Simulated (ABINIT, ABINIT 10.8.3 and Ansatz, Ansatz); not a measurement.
# CaO (Lime): Bethe-Salpeter spectra with ABINIT

How far does the k mesh set the exciton binding of CaO (Lime)?

Method: PBE and many-body steps on it, plane waves, in ABINIT 10.8.3 and Ansatz 0.2.0.

This is a report of a sequence of runs, with most program output left out.

### Step 1. The structure

The structure is cubic, space group Fm-3m (No. 225). The conventional cell has a = 4.813 Å, b = 4.813 Å, c = 4.813 Å, α = 90.00°, β = 90.00°, γ = 90.00°. Ca has 6 O at 2.41 Å nearest. O has 6 Ca at 2.41 Å nearest. Farther neighbours and most contacts between anions are not listed.

The cell and positions come from the Crystallography Open Database and are kept as given unless a step says otherwise.

### Step 2. Empty states on the mesh, 6×6×6 mesh, 168 bands

This step: ABINIT 10.8.3; DFT, PBE, plane waves, norm-conserving pseudopotentials.

The sums over transitions need many empty states on a uniform mesh; this step solves for them.

Contents of run.abi:

```
acell 3*1.0 Angstrom
rprim 
  -0.000000000000 2.406500000000 2.406500000000
  2.406500000000 -0.000000000000 2.406500000000
  2.406500000000 2.406500000000 -0.000000000000
ntypat 2
znucl 20 8
natom 2
typat 1 2
xred 
  0.000000000000 0.000000000000 0.000000000000
  0.500000000000 0.500000000000 0.500000000000
pp_dirpath "pseudos"
pseudos "Ca.upf, O.upf"
ecut 36
ngkpt 6 6 6
nshiftk 1
shiftk 0 0 0
kptopt 1
chksymbreak 0
irdden 1
istwfk *1
nband 168
prtvol 0
optdriver 6
gwr_task "HDIAGO"
paral_kgb 0
occopt 1
indata_prefix "in"
outdata_prefix "out"
tmpdata_prefix "tmp"
```

Launch:

```console
$ OMP_NUM_THREADS=1 mpirun -n 8 abinit run.abi > log
```

Wall time 18 s (8 MPI ranks of Arm Neoverse V2, shared host); peak memory 2.1 GiB.

This step gave:

```yaml
gap: 3.662 eV
k_of_the_valence_top: 0, 0, 0
k_of_the_conduction_bottom: 0.5, 0.5, 0
least_direct_gap: 4.037 eV
k_points_computed: 16
lowest_point_of_the_top_converged_band_above_the_valence_top: 164.3910 eV
```

On this mesh the gap is 3.662 eV.

The density comes from a self-consistent run that is not shown.

### Step 3. Screening, 6×6×6 mesh, 160 bands, screening to 239.5 eV

The RPA dielectric matrix is built and inverted for each q.

This step: RPA screening on PBE, plane waves, norm-conserving pseudopotentials.

run.abi: that of step 2 with these lines changed.

```diff
@@ -20,10 +20,11 @@
 chksymbreak 0
-irdden 1
 istwfk *1
-nband 168
-prtvol 0
-optdriver 6
-gwr_task "HDIAGO"
-paral_kgb 0
 occopt 1
+irdwfk 1
+optdriver 3
+nband 160
+ecuteps 8.8
+inclvkb 2
+awtr 1
+symchi 1
 indata_prefix "in"
```

Elapsed: 86 s, on 8 MPI ranks; peak memory 1.7 GiB; 11 min of CPU time.

Numbers from this step:

```
ε∞ with local fields, on this mesh, along the program's q direction : 3.567
the same without local fields                                       : 3.923
plasma frequency                                                    : 28.13 eV
plane waves in the screening matrix                                 : 259
```

Local fields lower ε∞ by 9 %.

### Step 4. Self-energy, 6×6×6 mesh, 160 bands, screening to 239.5 eV

The self-energy is evaluated for the states that the input lists, and the levels follow from it, in one-shot runs by the linearised quasiparticle equation.

This step: G0W0 on PBE, plane waves, norm-conserving pseudopotentials.

run.abi: that of step 3 with these lines changed.

```diff
@@ -23,8 +23,17 @@
 irdwfk 1
-optdriver 3
+optdriver 4
 nband 160
+gwcalctyp 0
+ecutsigx 36
+symsigma 1
+nkptgw 2
+kptgw 
+  0.0000000000 0.0000000000 0.0000000000
+  0.5000000000 0.5000000000 0.0000000000
+bdgw 
+  6 12
+  7 10
 ecuteps 8.8
-inclvkb 2
-awtr 1
-symchi 1
+irdscr 1
+ppmodel 1
 indata_prefix "in"
```

Elapsed: 16 s, on 8 MPI ranks; peak memory 2 GiB; 2 min of CPU time.

Numbers from this step:

```
G0W0 gap on the points computed              : 5.835 eV
starting gap on the mesh                     : 3.662 eV
k of the valence top                         : 0, 0, 0
k of the conduction bottom                   : 0.5, 0.5, 0
least direct G0W0 gap on the computed points : 6.24 eV
```

The gap on the mesh goes from 3.66 eV to 5.84 eV, a correction of +2.17 eV.

The gap opens by 2.173 eV; the next steps shift the empty bands rigidly by 2.173 eV.

### Step 5. Excitons

Light makes an electron and a hole together. The Bethe-Salpeter equation adds their screened attraction and their exchange, in a window of bands around the gap.

This step: Bethe-Salpeter equation on PBE with a scissors shift, plane waves, norm-conserving pseudopotentials.

run.abi: that of step 4 with these lines changed.

```diff
@@ -23,17 +23,17 @@
 irdwfk 1
-optdriver 4
-nband 160
-gwcalctyp 0
-ecutsigx 36
-symsigma 1
-nkptgw 2
-kptgw 
-  0.0000000000 0.0000000000 0.0000000000
-  0.5000000000 0.5000000000 0.0000000000
-bdgw 
-  6 12
-  7 10
-ecuteps 8.8
+optdriver 99
+bs_calctype 1
+mbpt_sciss 2.173 eV
+bs_loband 6
+nband 11
+bs_exchange_term 1
+bs_coulomb_term 11
+bs_coupling 0
+bs_algorithm 1
+bs_freq_mesh 0 12 0.1 eV
+zcut 0.15 eV
+ecuteps 4
+ecutwfn 18
+inclvkb 2
 irdscr 1
-ppmodel 1
 indata_prefix "in"
```

It took 60 s on 8 MPI ranks; peak memory 0.61 GiB; 7.6 min of CPU time.

This step gave:

* direct gap of the transition levels: 6.209 eV
* transitions in the window: 1944
* first strong exciton (over a fiftieth of the strongest listed): 5.534 eV
* lowest state: 5.534 eV
* binding of the lowest state below the direct gap: 0.6758 eV
* Coulomb term of one mesh cell: 0.6302 eV

The binding is 1.1 times the screened Coulomb term of one mesh cell (0.63 eV), so it is not shown settled.

The lowest state lies at 5.534 eV, 0.676 eV under the direct gap.

Lines within 3 meV are set at the lowest of them, and the highest group, which the list may cut short, is left out. Exciton lines, with heights relative to the strongest:

| position (eV) | lines merged | oscillator strength, relative |
| --- | --- | --- |
| 5.534 | 4 | 83 |
| 5.575 | 2 | 23 |
| 5.978 | 2 | 45 |
| 5.997 | 4 | 100 |
| 6.045 | 3 | 1.9 |

The ε₂ has structure finer than the step of the table below, so its rows give means over 0.5 eV, whole bins alone (the curve runs from 0 to 11.9 eV). Peaks (eV: height): BSE 6.00: 3.88, 6.60: 3.99, 7.30: 6.99, 8.70: 5.04, 10.40: 2.99; no electron-hole interaction 7.30: 2.66, 8.20: 5.07, 9.90: 5.05, 11.30: 4.11; Kohn-Sham, no shift 5.10: 2.74, 6.10: 5.09, 7.70: 5.18, 9.10: 4.11, 9.70: 3.18.

Mean over the three Cartesian directions of q; broadening 0.15 eV; transition window only. Limits: finite bands, cutoff and mesh; exciton not shown settled in the k mesh. Table of ε₂ by photon energy; means over each step:

| photon energy (eV) | BSE | no electron-hole interaction | Kohn-Sham, no shift |
| --- | --- | --- | --- |
| 0.5 | 0.00418 | 0.00242 | 0.00620 |
| 1.0 | 0.00864 | 0.00500 | 0.0130 |
| 1.5 | 0.0137 | 0.00778 | 0.0212 |
| 2.0 | 0.0198 | 0.0110 | 0.0323 |
| 2.5 | 0.0277 | 0.0147 | 0.0491 |
| 3.0 | 0.0386 | 0.0195 | 0.0808 |
| 3.5 | 0.0553 | 0.0257 | 0.181 |
| 4.0 | 0.0837 | 0.0344 | 0.745 |
| 4.5 | 0.144 | 0.0478 | 1.37 |
| 5.0 | 0.367 | 0.0718 | 1.98 |
| 5.5 | 1.78 | 0.131 | 2.09 |
| 6.0 | 3.07 | 0.533 | 4.24 |
| 6.5 | 3.27 | 1.14 | 2.12 |
| 7.0 | 4.36 | 1.70 | 2.72 |
| 7.5 | 3.89 | 2.08 | 4.38 |
| 8.0 | 1.64 | 3.54 | 3.33 |
| 8.5 | 3.66 | 3.13 | 3.71 |
| 9.0 | 3.30 | 1.96 | 3.87 |
| 9.5 | 1.93 | 3.96 | 2.83 |
| 10.0 | 2.25 | 3.97 | 1.46 |
| 10.5 | 2.76 | 3.44 | 0.550 |
| 11.0 | 1.90 | 3.88 | 0.181 |
| 11.5 | 1.01 | 3.11 | 0.0920 |

### Step 6. Triplet (no exchange term)

run.abi: that of step 5 with these lines changed.

```diff
@@ -28,3 +28,3 @@
 nband 11
-bs_exchange_term 1
+bs_exchange_term 0
 bs_coulomb_term 11
@@ -32,3 +32,3 @@
 bs_algorithm 1
-bs_freq_mesh 0 12 0.1 eV
+bs_freq_mesh 0 10 0.1 eV
 zcut 0.15 eV
```

Elapsed: 58 s, on 8 MPI ranks; peak memory 0.61 GiB.

The lowest triplet lies at 5.523 eV; triplets are dark, so no spectrum is read.

### Step 7. Beyond Tamm-Dancoff

run.abi: that of step 6 with these lines changed.

```diff
@@ -26,7 +26,7 @@
 mbpt_sciss 2.173 eV
-bs_loband 6
-nband 11
-bs_exchange_term 0
+bs_loband 7
+nband 10
+bs_exchange_term 1
 bs_coulomb_term 11
-bs_coupling 0
+bs_coupling 1
 bs_algorithm 1
```

The job ended after 45 s (8 MPI ranks; peak memory 0.66 GiB; 5.6 min of CPU time).

This step gave:

| Item | Value |
| --- | --- |
| direct gap of the transition levels | 6.209 eV |
| transitions in the window | 864 |
| lowest state | 5.54 eV |
| binding of the lowest state below the direct gap | 0.6694 eV |
| Coulomb term of one mesh cell | 0.6302 eV |

The binding is 1.1 times the screened Coulomb term of one mesh cell (0.63 eV), so it is not shown settled.

The lowest state lies at 5.540 eV, 0.669 eV under the direct gap.

Mean over the three Cartesian directions of q; broadening 0.15 eV; transition window only. Limits: finite bands, cutoff and mesh; exciton not shown settled in the k mesh. ε₂ against photon energy; read off at these points:

| photon energy (eV) | BSE | no electron-hole interaction | Kohn-Sham, no shift |
| --- | --- | --- | --- |
| 0.00 | 0 | 0 | 0 |
| 0.30 | 0.0019 | 0.0012 | 0.0031 |
| 0.50 | 0.00323 | 0.002 | 0.00523 |
| 0.80 | 0.00523 | 0.0032 | 0.0086 |
| 1.10 | 0.00737 | 0.00447 | 0.0123 |
| 1.40 | 0.00973 | 0.00587 | 0.0165 |
| 1.60 | 0.0114 | 0.00683 | 0.0197 |
| 1.90 | 0.0143 | 0.0084 | 0.0254 |
| 2.20 | 0.0175 | 0.0101 | 0.0328 |
| 2.40 | 0.0201 | 0.0114 | 0.0389 |
| 2.70 | 0.0245 | 0.0136 | 0.0513 |
| 3.00 | 0.0301 | 0.0161 | 0.0705 |
| 3.20 | 0.0346 | 0.0180 | 0.0908 |
| 3.50 | 0.0431 | 0.0215 | 0.150 |
| 3.80 | 0.0549 | 0.0257 | 0.370 |
| 4.10 | 0.0720 | 0.0310 | 0.951 |
| 4.30 | 0.0884 | 0.0355 | 0.811 |
| 4.60 | 0.128 | 0.0441 | 1.50 |
| 4.90 | 0.211 | 0.0567 | 1.39 |
| 5.10 | 0.340 | 0.0687 | 2.69 |
| 5.40 | 1.19 | 0.0977 | 1.79 |
| 5.60 | 2.09 | 0.134 | 2.04 |
| 5.70 | 1.60 | 0.163 | 2.33 |
| 5.90 | 2.28 | 0.281 | 4.02 |
| 6.00 | 3.09 | 0.421 | 4.74 |
| 6.20 | 2.29 | 1.02 | 3.99 |
| 6.50 | 2.83 | 0.878 | 1.67 |
| 6.60 | 3.40 | 1.32 | 1.26 |
| 6.80 | 2.41 | 1.42 | 1.12 |
| 7.00 | 3.14 | 1.21 | 1.66 |
| 7.30 | 6.10 | 2.61 | 3.27 |
| 7.60 | 2.52 | 1.77 | 4.14 |
| 7.80 | 1.53 | 2.08 | 3.61 |
| 8.10 | 1.06 | 4.19 | 1.86 |
| 8.40 | 2.05 | 3.63 | 2.71 |
| 8.60 | 3.79 | 2.08 | 2.40 |
| 8.70 | 4.48 | 1.55 | 2.36 |
| 8.90 | 2.98 | 1.06 | 1.51 |
| 9.20 | 1.96 | 1.75 | 0.505 |
| 9.50 | 1.03 | 3.16 | 0.219 |
| 9.70 | 1.54 | 3.80 | 0.154 |
| 10.00 | 1.03 | 3.40 | 0.103 |

### Step 8. RPA with local fields (no direct term)

run.abi: that of step 7 with these lines changed.

```diff
@@ -26,9 +26,9 @@
 mbpt_sciss 2.173 eV
-bs_loband 7
-nband 10
+bs_loband 6
+nband 11
 bs_exchange_term 1
-bs_coulomb_term 11
-bs_coupling 1
-bs_algorithm 1
-bs_freq_mesh 0 10 0.1 eV
+bs_coulomb_term 0
+bs_coupling 0
+bs_algorithm 2
+bs_freq_mesh 0 12 0.1 eV
 zcut 0.15 eV
@@ -38,2 +38,4 @@
 irdscr 1
+bs_haydock_niter 300
+bs_haydock_tol -0.02 0
 indata_prefix "in"
```

Wall time 4.8 s (8 MPI ranks); peak memory 0.59 GiB.

This step gave:

```
direct gap of the transition levels : 6.209 eV
transitions in the window           : 1944
```

### Step 9. Dielectric constant by perturbation theory

This step: Ansatz 0.2.0; DFT, PBE, linear response to an electric field, plane waves, PAW; PAW set soft_1.

ε∞ sets how strongly the crystal screens. Perturbation theory gives it with local fields and without a sum over empty bands.

Contents of input.yaml:

```yaml
crystal:
  lattice:
    - [0.0, 2.4065, 2.4065]
    - [2.4065, 0.0, 2.4065]
    - [2.4065, 2.4065, 0.0]
  atoms:
    - { symbol: Ca, position: [0.0, 0.0, 0.0] }
    - { symbol: O, position: [0.5, 0.5, 0.5] }
kpoints:
  mp_grid: { grid: [8, 8, 8] }
hamiltonian:
  xc: pbe
  pseudopotentials: { kind: paw, azcp: { folder: soft_1 } }
scf:
  occupations: { method: fixed }
dielectric: {}
```

Launch:

```console
$ ansatz run input.yaml --threads 8 --pin off --max-ram 14745MiB --backend cpu --events-out ev --progress --plain --runs-dir out
```

Wall time 4 s (8 threads); peak memory 0.37 GiB; 23 s of CPU time.

The field response gives a mean ε∞ of 3.79, which the model screening below takes as its input.

### Step 10. Model screening

This step: ABINIT 10.8.3; Bethe-Salpeter equation on PBE with a scissors shift, plane waves, norm-conserving pseudopotentials.

run.abi: that of step 8 with these lines changed.

```diff
@@ -29,3 +29,3 @@
 bs_exchange_term 1
-bs_coulomb_term 0
+bs_coulomb_term 21
 bs_coupling 0
@@ -37,3 +37,4 @@
 inclvkb 2
-irdscr 1
+mdf_epsinf 3.79
+irdden 1
 bs_haydock_niter 300
```

Launch:

```console
$ OMP_NUM_THREADS=1 mpirun -n 8 abinit run.abi > log
```

Wall time 26 s (8 MPI ranks); peak memory 0.6 GiB; 3.2 min of CPU time.

Numbers from this step:

| Quantity | Value |
| --- | --- |
| direct gap of the transition levels | 6.209 eV |
| transitions in the window | 1944 |
| Coulomb term of one mesh cell | 0.5930 eV |

### Step 11. Empty states on the mesh, 8×8×8 mesh, 22 bands

This step: DFT, PBE, plane waves, norm-conserving pseudopotentials.

Contents of run.abi:

```
acell 3*1.0 Angstrom
rprim 
  -0.000000000000 2.406500000000 2.406500000000
  2.406500000000 -0.000000000000 2.406500000000
  2.406500000000 2.406500000000 -0.000000000000
ntypat 2
znucl 20 8
natom 2
typat 1 2
xred 
  0.000000000000 0.000000000000 0.000000000000
  0.500000000000 0.500000000000 0.500000000000
pp_dirpath "pseudos"
pseudos "Ca.upf, O.upf"
ecut 36
ngkpt 8 8 8
nshiftk 1
shiftk 0.11 0.21 0.31
kptopt 3
chksymbreak 0
iscf -2
irdden 1
istwfk *1
nband 22
nbdbuf 4
tolwfr 1e-09
nstep 60
prtvol 0
indata_prefix "in"
outdata_prefix "out"
tmpdata_prefix "tmp"
```

The job ended after 43 s (8 MPI ranks; peak memory 0.8 GiB; 5.5 min of CPU time).

This step gave:

| Quantity | Value |
| --- | --- |
| gap | 3.692 eV |
| k of the valence top | 0.0138, 0.0263, 0.0388 |
| k of the conduction bottom | 0.0138, -0.4737, -0.4612 |
| least direct gap | 4.063 eV |
| k points computed | 512 |
| lowest point of the top converged band, above the valence top | 18.40 eV |

On this mesh the gap is 3.692 eV.

### Step 12. Denser, shifted k mesh (8×8×8)

This step: Bethe-Salpeter equation on PBE with a scissors shift, plane waves, norm-conserving pseudopotentials.

run.abi: that of step 11 with these lines changed.

```diff
@@ -20,10 +20,23 @@
 chksymbreak 0
-iscf -2
+istwfk *1
+occopt 1
+irdwfk 1
+optdriver 99
+bs_calctype 1
+mbpt_sciss 2.173 eV
+bs_loband 6
+nband 12
+bs_exchange_term 1
+bs_coulomb_term 21
+bs_coupling 0
+bs_algorithm 2
+bs_freq_mesh 0 12 0.1 eV
+zcut 0.15 eV
+ecuteps 3
+ecutwfn 18
+inclvkb 2
+mdf_epsinf 3.79
 irdden 1
-istwfk *1
-nband 22
-nbdbuf 4
-tolwfr 1e-09
-nstep 60
-prtvol 0
+bs_haydock_niter 300
+bs_haydock_tol -0.02 0
 indata_prefix "in"
```

The job ended after 4.2 min (8 MPI ranks; peak memory 3.5 GiB; 31 min of CPU time).

This step gave:

| Quantity | Value |
| --- | --- |
| direct gap of the transition levels | 6.236 eV |
| transitions in the window | 6144 |
| Coulomb term of one mesh cell | 0.4448 eV |

The ε₂ has structure finer than the step of the table below, so its rows give means over 0.5 eV, whole bins alone (the curve runs from 0 to 11.9 eV). Peaks (eV: height): BSE 5.80: 4.28, 6.50: 5.12, 6.90: 5.12, 7.90: 4.22, 9.00: 3.77, 10.60: 3.23; no electron-hole interaction 8.90: 3.58, 10.30: 4.25, 11.70: 5.14; Kohn-Sham, no shift 6.70: 3.59, 8.10: 4.26, 9.50: 5.16.

Mean over the three Cartesian directions of q; broadening 0.15 eV; transition window only. Limits: finite bands, cutoff and mesh; exciton not shown settled in the k mesh. ε₂ against photon energy; means over each step:

| photon energy (eV) | BSE | no electron-hole interaction | Kohn-Sham, no shift |
| --- | --- | --- | --- |
| 0.5 | 0.00492 | 0.00262 | 0.00643 |
| 1.0 | 0.0102 | 0.00535 | 0.0135 |
| 1.5 | 0.0161 | 0.00832 | 0.0219 |
| 2.0 | 0.0233 | 0.0117 | 0.0329 |
| 2.5 | 0.0326 | 0.0156 | 0.0491 |
| 3.0 | 0.0454 | 0.0206 | 0.0773 |
| 3.5 | 0.0646 | 0.0269 | 0.148 |
| 4.0 | 0.0969 | 0.0356 | 0.553 |
| 4.5 | 0.162 | 0.0486 | 1.36 |
| 5.0 | 0.355 | 0.0705 | 2.16 |
| 5.5 | 1.97 | 0.118 | 2.64 |
| 6.0 | 3.81 | 0.342 | 2.92 |
| 6.5 | 4.40 | 1.10 | 3.33 |
| 7.0 | 4.65 | 1.90 | 3.27 |
| 7.5 | 3.79 | 2.46 | 3.38 |
| 8.0 | 4.05 | 2.91 | 4.18 |
| 8.5 | 3.31 | 3.10 | 4.10 |
| 9.0 | 3.49 | 3.45 | 3.92 |
| 9.5 | 2.83 | 3.12 | 4.86 |
| 10.0 | 2.58 | 4.03 | 3.17 |
| 10.5 | 3.03 | 4.21 | 1.43 |
| 11.0 | 1.88 | 3.79 | 0.488 |
| 11.5 | 1.05 | 4.74 | 0.177 |

### Step 13. Empty states on the mesh, 12×12×12 mesh, 22 bands

This step: DFT, PBE, plane waves, norm-conserving pseudopotentials.

Contents of run.abi:

```
acell 3*1.0 Angstrom
rprim 
  -0.000000000000 2.406500000000 2.406500000000
  2.406500000000 -0.000000000000 2.406500000000
  2.406500000000 2.406500000000 -0.000000000000
ntypat 2
znucl 20 8
natom 2
typat 1 2
xred 
  0.000000000000 0.000000000000 0.000000000000
  0.500000000000 0.500000000000 0.500000000000
pp_dirpath "pseudos"
pseudos "Ca.upf, O.upf"
ecut 36
ngkpt 12 12 12
nshiftk 1
shiftk 0.11 0.21 0.31
kptopt 3
chksymbreak 0
iscf -2
irdden 1
istwfk *1
nband 22
nbdbuf 4
tolwfr 1e-09
nstep 60
prtvol 0
indata_prefix "in"
outdata_prefix "out"
tmpdata_prefix "tmp"
```

It took 2.2 min on 8 MPI ranks; peak memory 1.6 GiB.

This step gave:

```
gap                                                           : 3.676 eV
k of the valence top                                          : 0.0092, 0.0175, 0.0258
k of the conduction bottom                                    : 0.0092, -0.4825, -0.4742
least direct gap                                              : 4.049 eV
k points computed                                             : 1728
lowest point of the top converged band, above the valence top : 18.32 eV
```

On this mesh the gap is 3.676 eV.

(Continued in part 2 of 2.)

[Paths, hosts, dates, memory and timing lines, banners, echoed tables and standing remarks are left out of the program output.]

[Logs are printed without paths, hosts, clocks, repeated set-up lines and the standing remarks that a program may print on its own settings, such as how far it seeks lower states.]

[Runs of the session that timed out or met a known fault of the program may be left out.]

[No measured gap is set beside runs whose start may be inverted or whose files or cutoffs have a known fault.]

[Hosts, paths, dates, database ids (printed as entryN), source tags and the programs' standing remarks are cut or masked in the printed files.]

[G0W0 gaps are taken among the corrected bands and points alone; a level outside them can change the order at an edge.]

[Where Ansatz stands beside ABINIT at settings called matched, ABINIT's density can come from a denser mesh and the files from another edition; pairs whose starting gaps differed by over 0.03 eV were left out, so agreement reads better than it is.]
